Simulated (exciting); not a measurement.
Two BSE runs for the O K edge of AcClO, space group P4/nmm. Run A: exciting, all-electron LAPW+lo, LDA, exchange and screened direct term (singlet BSE), 3×3×2 shifted k points, 57 conduction bands, |G+q| up to 3 bohr⁻¹, full RPA screening with nempty = 91, Lorentzian half width 0.45 eV. Run B has a fault in its input.

Energy from the Kohn–Sham onset, core level to the lowest empty state found on the meshes used; one zero for both, scaled to A's maximum:

| E (eV) | A | B |
| --- | --- | --- |
| -5.0 | 0.01 | 0.01 |
| -4.5 | 0.01 | 0.01 |
| -4.0 | 0.02 | 0.02 |
| -3.5 | 0.02 | 0.02 |
| -3.0 | 0.03 | 0.02 |
| -2.5 | 0.03 | 0.03 |
| -2.0 | 0.05 | 0.04 |
| -1.5 | 0.07 | 0.06 |
| -1.0 | 0.11 | 0.09 |
| -0.5 | 0.22 | 0.16 |
| 0.0 | 0.52 | 0.35 |
| 0.5 | 0.99 | 0.85 |
| 1.0 | 0.68 | 0.92 |
| 1.5 | 0.50 | 0.57 |
| 2.0 | 0.48 | 0.49 |
| 2.5 | 0.43 | 0.45 |
| 3.0 | 0.43 | 0.35 |
| 3.5 | 0.55 | 0.30 |
| 4.0 | 0.54 | 0.30 |
| 4.5 | 0.44 | 0.32 |
| 5.0 | 0.41 | 0.29 |
| 5.5 | 0.31 | 0.34 |
| 6.0 | 0.24 | 0.37 |
| 6.5 | 0.19 | 0.38 |
| 7.0 | 0.18 | 0.35 |
| 7.5 | 0.17 | 0.32 |
| 8.0 | 0.19 | 0.32 |
| 8.5 | 0.20 | 0.24 |
| 9.0 | 0.19 | 0.18 |
| 9.5 | 0.15 | 0.18 |
| 10.0 | 0.13 | 0.19 |
| 10.5 | 0.15 | 0.17 |
| 11.0 | 0.15 | 0.15 |
| 11.5 | 0.14 | 0.16 |
| 12.0 | 0.12 | 0.14 |
| 12.5 | 0.09 | 0.12 |
| 13.0 | 0.09 | 0.09 |
| 13.5 | 0.11 | 0.09 |
| 14.0 | 0.12 | 0.10 |
| 14.5 | 0.13 | 0.11 |
| 15.0 | 0.16 | 0.12 |
| 15.5 | 0.15 | 0.15 |
| 16.0 | 0.14 | 0.16 |
| 16.5 | 0.12 | 0.15 |
| 17.0 | 0.11 | 0.12 |
| 17.5 | 0.09 | 0.12 |

The database entry behind the starting cell is an old determination (1949), so it need not match the best structure at ambient conditions.

**Question.** What most likely went wrong in run B?

The basis cutoff rgkmax is far too low (basis cutoff rgkmax from 7 to 4.5). Against run A the r.m.s. difference is 31 %. The highest maximum lies at 0.8 eV (1.05), against 0.5 eV (1.00). The first bright state moves from -0.20 to 0.11 eV. The lowest bare transition of this run lies at 0.74 eV, against 0.39. A small basis shifts bands and core levels against each other. Other settings could leave a like mark; this is the change that was made.

[Hosts, paths, dates, database ids (printed as entryN), source tags and the programs' standing remarks are cut or masked in the printed files.]
